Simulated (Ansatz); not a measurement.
# What NaSrH3 (model cell, started as cubic perovskite with Sr in the octahedra) distorts into, part 2 of 3

Which phase does NaSrH3 (model cell, started as cubic perovskite with Sr in the octahedra) fall into along its unstable mode, and how much energy does it gain?

Ansatz 0.2.0; DFT PBEsol, scalar-relativistic, plane waves, PAW; PAW set soft_1.

So far, highest frequency on the path or at a solved wavevector (cm⁻¹): step 2 (phonons on a q mesh) 1354. Also lowest frequency on the path (cm⁻¹): step 2 -494.

The structure was built from a prototype and need not be the compound's stable phase.

**4. The mode frozen in, largest atomic shift 0.6 Å**

The atoms are moved along the unstable eigenvector, the largest shift by 0.6 Å, with the cell fixed.

Input file input.yaml:

```yaml
crystal:
  lattice:
    - [4.6424375156, 4.6424375156, 0.0]
    - [4.6424375156, 0.0, 4.6424375156]
    - [4.6424375156, 0.0, -4.6424375156]
  atoms:
    - { symbol: Na, position: [0.0, 0.5, 0.5] }
    - { symbol: Na, position: [0.0, 0.0, 0.0] }
    - { symbol: Sr, position: [0.5, 0.25, 0.75] }
    - { symbol: Sr, position: [0.5, 0.75, 0.25] }
    - { symbol: H, position: [0.408611787, 0.5, 0.5] }
    - { symbol: H, position: [0.591388213, 0.0, 0.0] }
    - { symbol: H, position: [0.0, 1.091388213, 0.5] }
    - { symbol: H, position: [0.0, 0.408611787, 0.0] }
    - { symbol: H, position: [0.591388213, -0.091388213, 0.5] }
    - { symbol: H, position: [0.408611787, 0.591388213, 0.0] }
kpoints:
  mp_grid: { grid: [6, 6, 6] }
hamiltonian:
  xc: pbesol
  pseudopotentials: { kind: paw, azcp: { folder: soft_1 }, xc_functional: pbe }
scf:
  occupations: { method: gaussian, width: 0.02 }
output:
  forces: true
  stress: true
  eigenvalues: true
```

Started as:

```sh
> ansatz run input.yaml --threads 4 --pin off --max-ram 16384MiB --backend cpu --events-out ev --progress --plain --runs-dir out
```

Numbers of over 12 decimals in the logs are rounded to 6 here.

Output:

```text
[...]
Crystal: 10 atoms, lattice volume = 200.110 Å³
Basis set: ecut = 420 eV, 3839 PW (Γ), exchange–correlation on 90×90×90 points (8 copies of the dense FFT grid, shifted against one another)
Bands: 32, of which v1, the nominal top of the filled ones, is band 22 counted from 1 (21 counted from 0)
Symmetry: 12 space group operations
[...]
k-points: 32 of 216
[...]
k-point 0: bands = [... 18 lower, 0.0820, 1.0150, 1.0150, 1.1148, 3.8913, 4.0752, 4.0752, 5.9447, ... 4 higher]
  k-point 1: bands = [... 18 lower, 0.1309, 0.7517, 0.9292, 0.9292, 3.9402, 4.2376, 4.2376, 6.1564, ... 4 higher]
  k-point 2: bands = [... 18 lower, 0.2707, 0.2707, 0.7215, 0.7215, 4.0902, 4.6838, 4.6838, 5.1561, ... 4 higher]
  k-point 31: bands = [... 18 lower, 0.1830, 0.1830, 0.6135, 0.6135, 4.2230, 4.2230, 5.4720, 5.4720, ... 4 higher]
[key lines of the parts left out:]
SCF converged after 8 iterations
Free energy (F): -10032.282224 eV
Fermi energy:    2.223276 eV
P = ⅓ Tr σ = -1.4133 GPa (-14.133 kbar)
```

Elapsed: 2.5 s, on 4 threads of Arm Neoverse V2, shared host; peak memory 0.56 GiB; 9.4 s of CPU time.

This step gave:

| Property | Result |
| --- | --- |
| pressure | -1.413 GPa |
| gap on the k-mesh | 2.217 eV |
| energy from the undistorted cell | -73.97 meV/atom |

The energy, extrapolated to zero smearing, is -73.97 meV/atom against the undistorted cell.

The run ends at a pressure of -1.41 GPa, with forces up to 0.29 eV/Å.

**5. Energy along the mode, all amplitudes (two of the runs are shown above)**

An imaginary frequency means negative curvature, so the energy should fall and then rise again as anharmonic terms take over.

Numbers from this step:

```
depth at the lowest point sampled  : 73.97 meV/atom
largest atomic shift at that point : 0.6 Å
```

The energy from the parent by largest atomic shift:

| largest atomic shift (Å) | energy from the parent (meV/atom) |
| --- | --- |
| 0.000 | 0 |
| 0.040 | -0.433 |
| 0.080 | -1.73 |
| 0.140 | -5.23 |
| 0.220 | -12.6 |
| 0.320 | -25.7 |
| 0.450 | -47.1 |
| 0.600 | -74.0 |

Displacement at unit largest shift by atom:

```
atom   x (Å)   y (Å)   z (Å)   size
 Na1   0.000   0.000   0.000  0.000
 Na2   0.000   0.000   0.000  0.000
 Sr3   0.000   0.000   0.000  0.000
 Sr4   0.000   0.000   0.000  0.000
  H5  -0.707  -0.707   0.000  1.000
  H6   0.707   0.707   0.000  1.000
  H7   0.707   0.000   0.707  1.000
  H8  -0.707   0.000  -0.707  1.000
  H9   0.000   0.707  -0.707  1.000
 H10   0.000  -0.707   0.707  1.000
```

The lowest of the steps tried is the last one, at 0.6 Å, 74.0 meV/atom below the parent; the bottom of the well need not coincide with a step.

**6. Relaxing from the distorted cell**

Starting from the lowest point found, all atoms and the cell are let go, so that strain and other modes of the same symmetry can join in.

input.yaml, as its differences from that of step 4:

```diff
@@ -22,3 +22,3 @@
 scf:
-  occupations: { method: gaussian, width: 0.02 }
+  occupations: { method: fixed }
 output:
@@ -27 +27,10 @@
   eigenvalues: true
+  write_density: true
+  write_potential: true
+  elf: true
+  volumetric_format: npy
+relax:
+  adjacent_minimum: "off"
+  f_tol: 0.002
+  max_steps: 120
+  cell: { stress_tol: 0.03 }
```

Output:

```text
[...]
Crystal: 10 atoms, lattice volume = 200.110 Å³
Basis set: ecut = 420 eV, 3839 PW (Γ), exchange–correlation on 90×90×90 points (8 copies of the dense FFT grid, shifted against one another)
Bands: 32, of which v1, the nominal top of the filled ones, is band 22 counted from 1 (21 counted from 0)
Symmetry: 12 space group operations
[...]
k-points: 32 of 216
[...]
SCF iter   1: F=—  HF=-10034.629102 eV  |F-HF|=—  |Δ(HF+E_count)|=         —  Δρ=4.93e-2  dr2=6.68e0  ethr=3.10e-3  ⟨swp⟩=6.0  Hψ=4328  notcnv=0  defer=227
[...]
SCF iter   8: F=-10032.282224 eV  HF=-10032.282224 eV  |F-HF|=5.42e-9  |Δ(HF+E_count)|=   8.96e-8  Δρ=1.28e-6  dr2=4.65e-9  ethr=1.73e-10  ⟨swp⟩=7.0  Hψ=6048  notcnv=0
SCF 1 converged in 8 iterations: F = -10032.282224 eV  dr2 = 4.65e-9
[...]
relax step   1: F+E_penalty+E_count = -10032.28222386 eV  Δ(F+E_penalty+E_count) = +0.000e0 eV  max|allowed force component| = 2.068e-1 eV/Å  Δτ_max = 0.0000 Å  P = -1.413 GPa  Ω = 200.110 Å³  (8 SCF iters, dr2 threshold 1.00e-7 eV, accepted)
Crystal: 10 atoms, lattice volume = 188.768 Å³
Basis set: ecut = 420 eV, 3707 PW (Γ), exchange–correlation on 90×90×90 points (8 copies of the dense FFT grid, shifted against one another)
[...]
iter 1 solved again at ethr=7.08e-4 eV; its pass at ethr=3.10e-3 eV (dr2=3.11e-1 eV) is discarded
[...]
SCF iter   6: F=-10032.701819 eV  HF=-10032.701819 eV  |F-HF|=9.39e-8  |Δ(HF+E_count)|=   6.26e-7  Δρ=1.08e-5  dr2=2.46e-7  ethr=2.27e-9  ⟨swp⟩=21.7  Hψ=11814  notcnv=0
SCF 2 converged in 6 iterations: F = -10032.701819 eV  dr2 = 2.46e-7
relax step   2: F+E_penalty+E_count = -10032.70181917 eV  Δ(F+E_penalty+E_count) = -4.196e-1 eV  max|allowed force component| = 1.641e-1 eV/Å  Δτ_max = 0.1948 Å  P = -0.922 GPa  Ω = 188.768 Å³  energy of the carried Pulay correction = +2.943e-3 eV  (6 SCF iters, dr2 threshold 1.00e-6 eV, accepted)
Crystal: 10 atoms, lattice volume = 178.433 Å³
Basis set: ecut = 420 eV, 3491 PW (Γ), exchange–correlation on 90×90×90 points (8 copies of the dense FFT grid, shifted against one another)
[...]
SCF iter   6: F=-10032.893912 eV  HF=-10032.893912 eV  |F-HF|=8.40e-8  |Δ(HF+E_count)|=   3.54e-7  Δρ=1.73e-5  dr2=3.15e-7  ethr=2.27e-9  ⟨swp⟩=21.4  Hψ=11834  notcnv=0
SCF 3 converged in 6 iterations: F = -10032.893912 eV  dr2 = 3.15e-7
relax step   3: F+E_penalty+E_count = -10032.89391204 eV  Δ(F+E_penalty+E_count) = -1.921e-1 eV  max|allowed force component| = 3.618e-2 eV/Å  Δτ_max = 0.1939 Å  P = +0.099 GPa  Ω = 178.433 Å³  energy of the carried Pulay correction = +5.780e-3 eV  (6 SCF iters, dr2 threshold 1.00e-6 eV, accepted)
[...]
relax step   4: F+E_penalty+E_count = -10032.89814328 eV  Δ(F+E_penalty+E_count) = -4.231e-3 eV  max|allowed force component| = 6.725e-3 eV/Å  Δτ_max = 0.0304 Å  P = +0.004 GPa  Ω = 179.849 Å³  energy of the carried Pulay correction = +5.382e-3 eV  (5 SCF iters, dr2 threshold 8.18e-8 eV, accepted)
[...]
relax step   5: F+E_penalty+E_count = -10032.89818823 eV  Δ(F+E_penalty+E_count) = -4.496e-5 eV  max|allowed force component| = 1.096e-3 eV/Å  Δτ_max = 0.0044 Å  P = -0.031 GPa  Ω = 180.132 Å³  energy of the carried Pulay correction = +5.303e-3 eV  (6 SCF iters, dr2 threshold 3.98e-9 eV, accepted)
[...]
relax step   6: F+E_penalty+E_count = -10032.89828364 eV  Δ(F+E_penalty+E_count) = -9.541e-5 eV  max|allowed force component| = 4.496e-5 eV/Å  Δτ_max = 0.0004 Å  P = +0.007 GPa  Ω = 179.869 Å³  energy of the carried Pulay correction = +5.377e-3 eV  (5 SCF iters, dr2 threshold 2.46e-9 eV, accepted)
[...]
SCF iter   5: F=-10032.894725 eV  HF=-10032.894725 eV  |F-HF|=1.09e-11  |Δ(HF+E_count)|=   1.10e-9  Δρ=8.27e-8  dr2=1.22e-11  ethr=1.00e-12  ⟨swp⟩=20.4  Hψ=9790  notcnv=0
SCF 7 converged in 5 iterations: F = -10032.894725 eV  dr2 = 1.22e-11
relax step   7: F+E_penalty+E_count = -10032.89472451 eV  Δ(F+E_penalty+E_count) = +3.559e-3 eV  max|allowed force component| = 6.429e-5 eV/Å  Δτ_max = 0.0000 Å  P = -0.012 GPa  Ω = 179.869 Å³  stress off target by 1.52e-2 GPa  SCF on the basis re-selected at this cell (its energy is not comparable with the rows above)  (5 SCF iters)
basis re-selected at this cell: Δ(F+E_penalty+E_count) = +3.559e-3 eV, ΔP = -0.019 GPa vs the last step (what re-selecting the basis moved, of the pressure what is left beyond the Pulay correction that the steps carried, after the strain that the cell walked since its last selection, with what the two solves' SCF thresholds leave and, on support functions, any second-order correction that the steps lacked; it is no m [...]
SCF converged after 5 iterations
Free energy (F): -10032.894725 eV
[...]
Internal energy: -10032.894725 eV  (E = F + TS)
E sigma→0 (E₀):  -10032.894725 eV
Fermi energy:    1.674832 eV
[...]
--- Forces (eV/Å), atoms counted from 1 ---
  atom   1  Na     0.00000000    -0.00000000    -0.00000000
  atom   2  Na    -0.00000000     0.00000000     0.00000000
  atom   3  Sr    -0.00000000    -0.00000000    -0.00000000
  atom   4  Sr    -0.00000000     0.00000000     0.00000000
  atom   5  H     -0.00006429    -0.00006429    -0.00000000
  atom   6  H      0.00006429     0.00006429     0.00000000
  atom   7  H      0.00006429    -0.00000000     0.00006429
  atom   8  H     -0.00006429     0.00000000    -0.00006429
  atom   9  H     -0.00000000     0.00006429    -0.00006429
  atom  10  H     -0.00000000    -0.00006429     0.00006429
  max |Σ_I F_I| component: 7.18e-19 eV/Å
--- Stress (GPa, compression-positive) ---
       -0.012370      -0.002848      -0.002848
       -0.002848      -0.012370       0.002848
       -0.002848       0.002848      -0.012370
  P = ⅓ Tr σ = -0.0124 GPa (-0.124 kbar)
--- Band table (eV; the first three rows and the last of 32) ---
  k-point 0: bands = [... 18 lower, 0.4375, 1.4988, 1.6748, 1.6748, 4.2782, 4.7867, 4.7867, 7.0448, ... 6 higher]
  k-point 1: bands = [... 18 lower, 0.5052, 1.1006, 1.5654, 1.5654, 4.5815, 4.9392, 4.9392, 7.0973, ... 6 higher]
  k-point 2: bands = [... 18 lower, 0.6973, 0.6973, 1.2978, 1.2978, 5.0741, 5.3456, 5.3456, 6.3111, ... 6 higher]
  k-point 31: bands = [... 18 lower, 0.4436, 0.4436, 1.1371, 1.1371, 5.2180, 5.2180, 5.9038, 5.9038, ... 6 higher]
--- Relaxed structure (6 steps of the walk, 6 accepted, 1 SCFs on fresh bases) ---
  F+E_penalty+E_count = -10032.89472451 eV   max|allowed force component| = 6.429e-5 eV/Å   (the final SCF, on the basis selected at the relaxed cell)
  cell:  # Å, volume = 179.8688 Å³
    - [4.388332, 4.388332, 1.3877787807814457e-17]
    - [4.388332, 0.0, 4.388332]
    - [4.576183, -0.187851, -4.576183]
  atoms:
    - { symbol: Na, position: [-3.63207727782644e-18, 0.500000, 0.500000] }
    - { symbol: Na, position: [0, -3.006847787147151e-19, 2.995170708362149e-19] }
    - { symbol: Sr, position: [0.5, 0.250000, 0.750000] }
    - { symbol: Sr, position: [0.500000, 0.75, 0.250000] }
    - { symbol: H, position: [0.353427, 0.500000, 0.500000] }
    - { symbol: H, position: [0.646573, -1.6340883523614835e-18, 1.5052208863585602e-18] }
    - { symbol: H, position: [-5.204170427930421e-18, 1.146573, 0.500000] }
    - { symbol: H, position: [1.734723475976807e-18, 0.353427, 0.0] }
    - { symbol: H, position: [0.646573, -0.146573, 0.500000] }
    - { symbol: H, position: [0.353427, 0.646573, 0.0] }
```

Wall time 17 s (4 threads); peak memory 0.59 GiB; 64 s of CPU time.

The steps of the relaxation:

| step | energy less that of the first step (eV) | largest force component (eV/Å) | pressure (GPa) | volume (Å³) |
| --- | --- | --- | --- | --- |
| 1 | 0.0000 | 0.2068 | -1.41 | 200.11 |
| 2 | -0.4196 | 0.1641 | -0.92 | 188.77 |
| 3 | -0.6117 | 0.0362 | 0.10 | 178.43 |
| 4 | -0.6159 | 0.0067 | 0.00 | 179.85 |
| 5 | -0.6160 | 0.0011 | -0.03 | 180.13 |
| 6 | -0.6161 | 0.0000 | 0.01 | 179.87 |
| 7* | -0.6125 | 0.0001 | -0.01 | 179.87 |

Relaxation steps marked * repeat the geometry before them on a plane-wave basis chosen anew for their cell, so energy and pressure can jump there.

The run keeps the 12 symmetry operations that it works with, so distortions that break them were not tested.

```csv
"conventional cell, symmetrised",before,after,change
a (Å),6.565,6.206,-5.5 %
b (Å),6.565,6.206,-5.5 %
c (Å),16.082,16.178,+0.6 %
volume (Å³/atom),20.01,17.99,-10.1 %
```

The atoms that moved most (Å, as changes of fractional coordinates times the final cell):

```csv
atom,dx,dy,dz,length
H7,0.242,0.000,0.242,0.342
H9,0.000,0.242,-0.242,0.342
H6,0.242,0.242,0.000,0.342
H10,0.000,-0.242,0.242,0.342
H8,-0.242,0.000,-0.242,0.342
H5,-0.242,-0.242,0.000,0.342
```

Final coordinates:

```cif
data_structure
_symmetry_space_group_name_H-M 'P 1'
_symmetry_Int_Tables_number 1
_cell_length_a 6.2060
_cell_length_b 6.2060
_cell_length_c 6.4744
_cell_angle_alpha 90.000
_cell_angle_beta 61.362
_cell_angle_gamma 60.000
_cell_volume 179.87
loop_
_atom_site_label
_atom_site_type_symbol
_atom_site_fract_x
_atom_site_fract_y
_atom_site_fract_z
_atom_site_occupancy
Na1 Na 0.00000 0.50000 0.50000 1
Na2 Na 0.00000 0.00000 0.00000 1
Sr3 Sr 0.50000 0.25000 0.75000 1
Sr4 Sr 0.50000 0.75000 0.25000 1
H5 H 0.35343 0.50000 0.50000 1
H6 H 0.64657 0.00000 0.00000 1
H7 H 0.00000 0.14657 0.50000 1
H8 H 0.00000 0.35343 0.00000 1
H9 H 0.64657 0.85343 0.50000 1
H10 H 0.35343 0.64657 0.00000 1
```

This step gave:

- pressure: -0.01237 GPa
- gap on the k-mesh: 2.603 eV
- volume per atom: 17.99 Å³

ELF in the ac plane of the conventional cell at fractional y = 0.333, with atoms of Na and Sr and H within 0.2 Å of it. It is the smooth field of the valence electrons, not physical close to the nuclei.

Ten even steps from '0' (0.01) to '9' (1.00), each cell a mean:
```
00025888510000000
00389999820000000
00389997335663100
10025651376368400
87410000377577326
99950000014442389
99730000000002799
64100000000000367
00136886101210000
01699998125453000
01589998124452000
00024664100000001
86200000000001578
99840000000001799
99840000035663379
65310100476367414
00147873377577300
00499999423442000
00279999820000000
00013676310000000
87410000001210158
99972000035453179
99951000024452179
64200010000000046
```
Columns run along a (6.2 Å), rows up along c (16.2 Å), edges of the conventional cell, whose origin can differ from the input's. Atoms in or near the plane, at fractional coordinates: Na at (0.67, 0.58), Na at (0.67, 0.08), Sr at (0.67, 0.83), Sr at (0.67, 0.33), H at (0.35, 0.25), H at (0.98, 0.42), H at (0.31, 0.58), H at (0.02, 0.08), H at (0.33, 0.92), H at (0.00, 0.75).

Electrostatic potential energy in the ac plane of the conventional cell at fractional y = 0.333, with atoms of Na and Sr and H within 0.2 Å of it. With pseudopotentials it is smooth inside the atoms' cores, unlike the true potential.

Ten even steps from '_' (-75 eV) to '@' (7 eV), each cell a mean:
```
@@@@@@@@@@@@@@@@@@@@@@@@@@@@@@@@@@
@@@@@@@@@@####@@@@@@@@@@@@@@@@@@@@
@@@@@@@@@@%%%%@@@@%%##**##%%@@@@@@
@@@@@@@@@@@@@@@@%%++______==%%@@@@
@@@@@@@@@@@@@@@@%%**..__..++%%@@@@
##@@@@@@@@@@@@@@@@@@%%%%%%@@@@@@##
%%@@@@@@@@@@@@@@@@@@@@@@@@@@@@@@%%
@@@@@@@@@@@@@@@@@@@@@@@@@@@@@@@@@@
@@@@@@@@@@@@@@@@@@@@@@%%@@@@@@@@@@
@@@@@@@@%%**%%@@@@%%--..::##@@@@@@
@@@@@@@@@@%%@@@@@@%%++::==%%@@@@@@
@@@@@@@@@@@@@@@@@@@@@@@@@@@@@@@@@@
@@@@@@@@@@@@@@@@@@@@@@@@@@@@@@@@@@
##@@@@@@@@@@@@@@@@@@@@@@@@@@@@@@##
%%@@@@@@@@@@@@@@@@%%##**##%%@@@@%%
@@@@@@@@@@@@@@@@%%++______==%%@@@@
@@@@@@@@@@@@@@@@%%**..__..++%%@@@@
@@@@@@@@@@####@@@@@@%%%%%%@@@@@@@@
@@@@@@@@@@%%%%@@@@@@@@@@@@@@@@@@@@
@@@@@@@@@@@@@@@@@@@@@@@@@@@@@@@@@@
@@@@@@@@@@@@@@@@@@@@@@%%@@@@@@@@@@
**%%@@@@@@@@@@@@@@%%--..::%%@@@@%%
%%@@@@@@@@@@@@@@@@%%++::==%%@@@@@@
@@@@@@@@@@@@@@@@@@@@@@@@@@@@@@@@@@
```
Columns run along a (6.2 Å; values clipped at the 3rd and 97th percentile), rows up along c (16.2 Å), edges of the conventional cell, whose origin can differ from the input's. Atoms in or near the plane, at fractional coordinates: Na at (0.67, 0.58), Na at (0.67, 0.08), Sr at (0.67, 0.83), Sr at (0.67, 0.33), H at (0.35, 0.25), H at (0.98, 0.42), H at (0.31, 0.58), H at (0.02, 0.08), H at (0.33, 0.92), H at (0.00, 0.75).

Valence density in the ac plane of the conventional cell at fractional y = 0.333, with atoms of Na and Sr and H within 0.2 Å of it. It is the smooth field of the valence electrons, not physical close to the nuclei.

Ten steps, logarithmic in the rise over the least value, from '0' (0 e/Å³) to '9' (14 e/Å³), each cell a mean:
```
00001110000000000
00012442100000000
00002332123432000
00000001256665200
10000000246664211
42100000012321124
32100000000000123
00000000000000000
00001110001210000
00013431138983000
00012321127872000
00000000000000000
11000000000000001
42100000000000124
32100000023432123
00000000256665210
00000111246664200
00012342112321000
00012332100000000
00000000000000000
11000000001210001
43100000038983113
33100000027873112
00000000000000000
```
Columns run along a (6.2 Å), rows up along c (16.2 Å), edges of the conventional cell, whose origin can differ from the input's. Atoms in or near the plane, at fractional coordinates: Na at (0.67, 0.58), Na at (0.67, 0.08), Sr at (0.67, 0.83), Sr at (0.67, 0.33), H at (0.35, 0.25), H at (0.98, 0.42), H at (0.31, 0.58), H at (0.02, 0.08), H at (0.33, 0.92), H at (0.00, 0.75).

The distorted start has space group R-3c; the relaxation ends in R-3c.

**7. The new phase in its own primitive cell**

The relaxed structure is symmetrised, reduced to its primitive cell and relaxed tightly, as its phonons need.

Input file input.yaml:

```yaml
crystal:
  lattice:
    - [3.1030194668, 1.7915291245, 5.3925763304]
    - [-3.1030194668, 1.7915291245, 5.3925763304]
    - [0.0, -3.583058249, 5.3925763304]
  atoms:
    - { symbol: Na, position: [0.25, 0.25, 0.25] }
    - { symbol: Na, position: [0.75, 0.75, 0.75] }
    - { symbol: Sr, position: [0.5, 0.5, 0.5] }
    - { symbol: Sr, position: [0.0, 0.0, 0.0] }
    - { symbol: H, position: [0.6034271027, 0.25, 0.8965728973] }
    - { symbol: H, position: [0.3965728973, 0.75, 0.1034271027] }
    - { symbol: H, position: [0.8965728973, 0.6034271027, 0.25] }
    - { symbol: H, position: [0.1034271027, 0.3965728973, 0.75] }
    - { symbol: H, position: [0.25, 0.8965728973, 0.6034271027] }
    - { symbol: H, position: [0.75, 0.1034271027, 0.3965728973] }
kpoints:
  mp_grid: { grid: [6, 6, 6] }
hamiltonian:
  xc: pbesol
  pseudopotentials: { kind: paw, azcp: { folder: soft_1 }, xc_functional: pbe }
scf:
  occupations: { method: fixed }
output:
  forces: true
  stress: true
  eigenvalues: true
relax:
  adjacent_minimum: "off"
  f_tol: 0.001
  max_steps: 60
  cell: { stress_tol: 0.01 }
```

Output:

```text
[...]
Crystal: 10 atoms, lattice volume = 179.869 Å³
Basis set: ecut = 420 eV, 3493 PW (Γ), exchange–correlation on 90×90×90 points (8 copies of the dense FFT grid, shifted against one another)
Bands: 32, of which v1, the nominal top of the filled ones, is band 22 counted from 1 (21 counted from 0)
Symmetry: 12 space group operations
[...]
k-points: 32 of 216
[...]
- { symbol: Na, position: [0.75, 0.75, 0.75] }
    - { symbol: Sr, position: [0.5, 0.5, 0.5] }
    - { symbol: Sr, position: [0, 0, 0] }
    - { symbol: H, position: [0.603477, 0.25, 0.896523] }
    - { symbol: H, position: [0.396523, 0.75, 0.103477] }
    - { symbol: H, position: [0.896523, 0.603477, 0.250000] }
    - { symbol: H, position: [0.103477, 0.396523, 0.75] }
    - { symbol: H, position: [0.250000, 0.896523, 0.603477] }
    - { symbol: H, position: [0.75, 0.103477, 0.396523] }
[key lines of the parts left out:]
SCF converged after 4 iterations
Free energy (F): -10032.894718 eV
Fermi energy:    1.679916 eV
P = ⅓ Tr σ = 0.0080 GPa (0.080 kbar)
```

It took 6.5 s on 4 threads; peak memory 0.56 GiB; 25 s of CPU time.

Little changed from the start: no atom moved by 0.005 Å and no cell edge by 0.1 %.

This step gave:

```
pressure           : 0.007983 GPa
gap on the k-mesh  : 2.602 eV
volume per atom    : 17.97 Å³
direct gap on mesh : 2.602 eV
```

The largest force component left is 0.94 meV/Å and the pressure is 0.008 GPa, within the tolerances set. The cell now holds 17.97 Å³/atom.

(Part 2 of 3 ends here.)

[Logs are printed without paths, hosts, clocks, repeated set-up lines and the standing remarks that a program may print on its own settings, such as how far it seeks lower states.]

[Hosts, paths, dates, database ids (printed as entryN), source tags and the programs' standing remarks are cut or masked in the printed files.]
